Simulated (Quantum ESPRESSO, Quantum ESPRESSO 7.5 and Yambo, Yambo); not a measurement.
**Excitons of Te2Mo (P6_3/mmc) on ever denser meshes**

Wanted: excitons and ε₂ of Te2Mo (P6_3/mmc), with cost.

Program: Quantum ESPRESSO 7.5 and Yambo 5.3.0. Level of theory: PBE and many-body steps on it, plane waves. Results are calculated unless marked as measured.

## 1. The structure

Symmetry: P6_3/mmc, No. 194, hexagonal system. Conventional cell: a = 3.518 Å, b = 3.518 Å, c = 13.974 Å, α = 90.00°, β = 90.00°, γ = 120.00°. Nearest to Te lie 3 Mo at 2.72 Å. Mo has 6 Te at 2.72 Å nearest. Farther neighbours and most contacts between anions are not listed.

The cell and positions come from the Crystallography Open Database and are kept as given unless a step says otherwise. Spin-orbit coupling is left out unless a step names it.

## 2. Empty states on the mesh, 3×3×1 mesh, 182 bands

This step: Quantum ESPRESSO 7.5; DFT, PBE, plane waves, norm-conserving pseudopotentials.

The sums over transitions need many empty states on a uniform mesh; this step solves for them.

pw.in

```
&control
  calculation = 'nscf'
  prefix = 'x'
  outdir = 'o'
  pseudo_dir = 'pseudo'
/
&system
  ibrav = 0
  nat = 6
  ntyp = 2
  ecutwfc = 88.0
  nbnd = 182
  force_symmorphic = .true.
/
&electrons
  conv_thr = 1e-9
  electron_maxstep = 80
  diago_full_acc = .true.
  diago_thr_init = 5e-6
/
ATOMIC_SPECIES
  Te 127.6 Te.upf
  Mo 95.95 Mo.upf
CELL_PARAMETERS angstrom
  3.5182000000 -0.0000000000 0.0000000000
  -1.7591000000 3.0468505756 0.0000000000
  0.0000000000 0.0000000000 13.9736000000
ATOMIC_POSITIONS crystal
  Te 0.3333333333 0.6666666667 0.6210000000
  Te 0.6666666667 0.3333333333 0.1210000000
  Te 0.3333333333 0.6666666667 0.8790000000
  Te 0.6666666667 0.3333333333 0.3790000000
  Mo 0.3333333333 0.6666666667 0.2500000000
  Mo 0.6666666667 0.3333333333 0.7500000000
K_POINTS automatic
  3 3 1 0 0 0
```

The run is started by

```console
OMP_NUM_THREADS=1 mpirun -n 16 pw.x -nk 4 -in pw.in > pw.out
```

The program printed:

```text
Program PWSCF v.7.5 starts

     This program is part of the open-source Quantum ESPRESSO suite
     for quantum simulation of materials; please cite
         "P. Giannozzi et al., J. Phys.:Condens. Matter 21 395502 (2009);
         "P. Giannozzi et al., J. Phys.:Condens. Matter 29 465901 (2017);
         "P. Giannozzi et al., J. Chem. Phys. 152 154105 (2020);
     in publications or presentations arising from this work. More details at

     Atomic positions and unit cell read from directory:
     o/x.save/

     Message from routine setup:
[...]
-145.4667-145.4667-145.4667-145.4667 -95.5149 -95.5149 -95.5149 -95.5148
[...]
19.1511  19.7453  21.7381  22.2567  22.2567  23.5556  23.5556  23.8736
     [... 11 further rows ...]
    48.6273  49.0150  49.0433  49.1662  50.3709  50.3709  50.4808  50.4808
    51.7525  51.8918  52.2842  52.2842  52.9714  52.9733

     highest occupied, lowest unoccupied level (ev):    13.9010   14.8756

     XML data file, pseudopotentials, collected wavefunctions

=------------------------------------------------------------------------------=
   JOB DONE.
=------------------------------------------------------------------------------=
```

Wall time 12 s (16 MPI ranks of Arm Neoverse V2, shared host); peak memory 1.6 GiB; 3.1 min of CPU time.

This step gave:

```yaml
gap: 0.9746 eV
k_of_the_valence_top: 0, 0, 0
k_of_the_conduction_bottom: 0.3333, 0.3333, 0
least_direct_gap: 1.038 eV
k_points_computed: 3
lowest_point_of_the_top_converged_band_above_the_valence_top: 39.07 eV
```

On this mesh the gap is 0.975 eV.

The density comes from a self-consistent run that is not shown.

## 3. Conversion and set-up

This step: Yambo 5.3.0; conversion and set-up on PBE, plane waves, norm-conserving pseudopotentials.

The states are converted to the many-body program's format and the q mesh is built.

The run is started by

```console
(cd o/x.save; p2y > p2y.log; mv SAVE ../..); yambo > setup.log
```

The program printed:

```text
 Yambo, version 5.3.0

 [02] CORE Variables Setup
 =========================

  [02.01] Unit cells
  ==================

  Cell kind             :  HCP
  Atoms in the cell     :  Te  Mo
  number of Te atoms    :   4
  number of Mo atoms    :  2

  List of atomic masses
  Mass of Te    :  127.6000
  Mass of Mo    :  95.95000

  List of atomic coordinates    : [cc]
  Te1       : -0.33242E-09   3.8385       16.398      order 1
  Te2       :  3.324217  1.919238  3.195160  order 2
  Te3       : -0.33242E-09   3.8385       23.211      order 3
[...]
0.000000  0.000000  0.000000  0.000000  0.000000  0.000000  0.000000  0.000000

 [03] Transferred momenta grid and indexing
 ==========================================

 IBZ Q-points                                      :  3
 BZ  Q-points                                      :   9

 K/Q-points units:
 rlu = crystal or reduced units; cc = cartesian coordinates; iku = interal k-units

 Q [1]          [rlu]:  0.000000  0.000000  0.000000
 Q [2]          [rlu]:  0.88392E-16  0.33333       0.0000
 Q [3]          [rlu]:  0.333333  0.333333  0.000000

  [03.01] X indexes
  =================

   [03.01.01] Sigma indexes
   ========================

 [06] Game Over & Game summary
```

Run time: 2.4 s. Hardware: 1 MPI rank; peak memory 0.25 GiB.

## 4. Screening and self-energy, 3×3×1 mesh, 182 bands, screening to 95.2 eV

Now the one-shot GW correction: screening in the RPA, then the self-energy of the levels asked for.

This step: G0W0 on PBE, plane waves, norm-conserving pseudopotentials.

gw1.in

```
HF_and_locXC
gw0
dyson
ppa
em1d
rim_cut
RandQpts= 1000000
RandGvec= 1 RL
EXXRLvcs= 88 Ry
VXCRLvcs= 352 Ry
Chimod= "HARTREE"
% BndsRnXp
 1 | 182 |
%
NGsBlkXp= 7 Ry
% LongDrXp
 1 | 1 | 1 |
%
% GbndRnge
 1 | 182 |
%
DysSolver= "n"
ExtendOut
PPAPntXp= 27.21138 eV
% QPkrange
 1 | 1 | 61 | 64 |
 3 | 3 | 61 | 64 |
%
```

The run is started by

```console
OMP_NUM_THREADS=2 mpirun -n 8 yambo -F gw1.in -J gw1 -C gw1 > gw1.log
```

The program printed:

```text
 Yambo, version 5.3.0

 [02] CORE Variables Setup
 =========================

  [... cell, symmetries and grids as in the set-up ...]

  [02.05] Energies & Occupations
  ==============================

  [X] === General ===
  [X] Electronic Temperature                        :  0.000000  0.000000 [eV K]
  [X] Bosonic    Temperature                        :  0.000000  0.000000 [eV K]
  [X] Finite Temperature mode                       : no
  [X] El. density                                   :  0.82783E+24 [cm-3]
[...]
QP @ state[ 1 ] b range                          :   61   64
   QP @ state[ 2 ] K range                          :  3  3
   QP @ state[ 2 ] b range                          :   61   64
   GF energies kind                                 : Perdew, Burke & Ernzerhof(X)+Perdew, Burke & Ernzerhof(C)
   GF WF`s kind                                     : Perdew, Burke & Ernzerhof(X)+Perdew, Burke & Ernzerhof(C)
   Xs energies kind                                 : Perdew, Burke & Ernzerhof(X)+Perdew, Burke & Ernzerhof(C)
   Xs WF`s kind                                     : Perdew, Burke & Ernzerhof(X)+Perdew, Burke & Ernzerhof(C)

 [11] Game Over & Game summary
```

The job ended after 26 s (8 MPI ranks; peak memory 6.7 GiB).

Numbers from this step:

- G0W0 gap on the points computed: 1.425 eV
- starting gap on the mesh: 0.9746 eV
- k of the valence top: 0, 0, 0
- k of the conduction bottom: 0.3333, 0.3333, 0
- least direct G0W0 gap on the computed points: 1.471 eV

The gap on the mesh goes from 0.97 eV to 1.42 eV, a correction of +0.45 eV.

The gap opens by 0.450 eV; the next steps shift the empty bands rigidly by 0.433 eV, the correction at the start's least direct gap. The exciton steps add spin-orbit coupling, which this shift does not hold.

## 5. Empty states on the mesh, 3×3×1 mesh, 194 bands

This step: Quantum ESPRESSO 7.5; DFT, PBE with spin-orbit coupling, plane waves, norm-conserving pseudopotentials.

Edit pw.in of step 2 so:

```diff
@@ -11,4 +11,6 @@
   ecutwfc = 88.0
-  nbnd = 182
+  nbnd = 194
   force_symmorphic = .true.
+  noncolin = .true.
+  lspinorb = .true.
 /
```

The run is started by

```console
OMP_NUM_THREADS=1 mpirun -n 16 pw.x -nk 4 -in pw.in > pw.out
```

The program printed:

```text
[banner, memory and clock lines left out]
Program PWSCF v.7.5 starts

     Atomic positions and unit cell read from directory:
     o/x.save/

     Message from routine setup:
     using ibrav=0 with symmetry is DISCOURAGED, use correct ibrav instead

     Message from routine divide_et_impera:
     suboptimal parallelization: some nodes have no k-points

     bravais-lattice index     =            0
     lattice parameter (alat)  =       6.6484  a.u.
     unit-cell volume          =    1010.8264 (a.u.)^3
     number of atoms/cell      =            6
[...]
[... 13 further rows ...]
[...]
29.5234  29.5234

          k = 0.3333 0.5774 0.0000 ( 14094 PWs)   bands (ev):

  -145.2911-145.2911-145.2911-145.2911-145.2910-145.2910-145.2910-145.2910
  -102.1088-102.1088-102.1088-102.1088-102.1087-102.1087-102.1087-102.1087
[...]
-22.0904 -22.0904 -22.0811 -22.0811 -22.0584 -22.0584 -22.0353 -22.0353
     [... 13 further rows ...]
    28.1752  28.1752  29.2371  29.2371  29.3263  29.3263  30.1107  30.1108
    30.5010  30.5011

     highest occupied, lowest unoccupied level (ev):    13.9450   14.8729

     XML data file, pseudopotentials, collected wavefunctions
```

It took 13 s on 16 MPI ranks; peak memory 2.5 GiB.

Numbers from this step:

```
gap                                                           : 0.9280 eV
k of the valence top                                          : 0, 0, 0
k of the conduction bottom                                    : 0.3333, 0.3333, 0
least direct gap                                              : 0.9720 eV
k points computed                                             : 3
lowest point of the top converged band, above the valence top : 14.74 eV
```

On this mesh the gap is 0.928 eV.

The density comes from a self-consistent run that is not shown, made with spin-orbit coupling and fully relativistic files.

## 6. Conversion and set-up

This step: Yambo 5.3.0; conversion and set-up on PBE with spin-orbit coupling, plane waves, norm-conserving pseudopotentials.

The run is started by

```console
(cd o/x.save; p2y > p2y.log; mv SAVE ../..); yambo > setup.log
```

The program printed:

```text
 Yambo, version 5.3.0

 [02] CORE Variables Setup
 =========================

  [02.01] Unit cells
  ==================

  Cell kind             :  HCP
  Atoms in the cell     :  Te  Mo
  number of Te atoms    :   4
  number of Mo atoms    :  2

  List of atomic masses
  Mass of Te    :  127.6000
  Mass of Mo    :  95.95000

  List of atomic coordinates    : [cc]
  Te1       : -0.33242E-09   3.8385       16.398      order 1
  Te2       :  3.324217  1.919238  3.195160  order 2
  Te3       : -0.33242E-09   3.8385       23.211      order 3
[...]
0.000000  0.000000  0.000000  0.000000  0.000000  0.000000  0.000000  0.000000
   0.000000  0.000000

 [03] Transferred momenta grid and indexing
 ==========================================

 IBZ Q-points                                      :  3
 BZ  Q-points                                      :   9

 K/Q-points units:
 rlu = crystal or reduced units; cc = cartesian coordinates; iku = interal k-units

 Q [1]          [rlu]:  0.000000  0.000000  0.000000
 Q [2]          [rlu]:  0.88392E-16  0.33333       0.0000
 Q [3]          [rlu]:  0.333333  0.333333  0.000000

  [03.01] X indexes
  =================

   [03.01.01] Sigma indexes
   ========================

 [06] Game Over & Game summary
```

Run time: 2.9 s. Hardware: 1 MPI rank; peak memory 0.25 GiB.

[end of part 1 of 3]

[Paths, hosts, dates, memory and timing lines, banners, echoed tables and standing remarks are left out of the program output.]

[Logs are printed without paths, hosts, clocks, repeated set-up lines and the standing remarks that a program may print on its own settings, such as how far it seeks lower states.]

[Runs of the session that timed out or met a known fault of the program may be left out.]

[Hosts, paths, dates, database ids (printed as entryN), source tags and the programs' standing remarks are cut or masked in the printed files.]
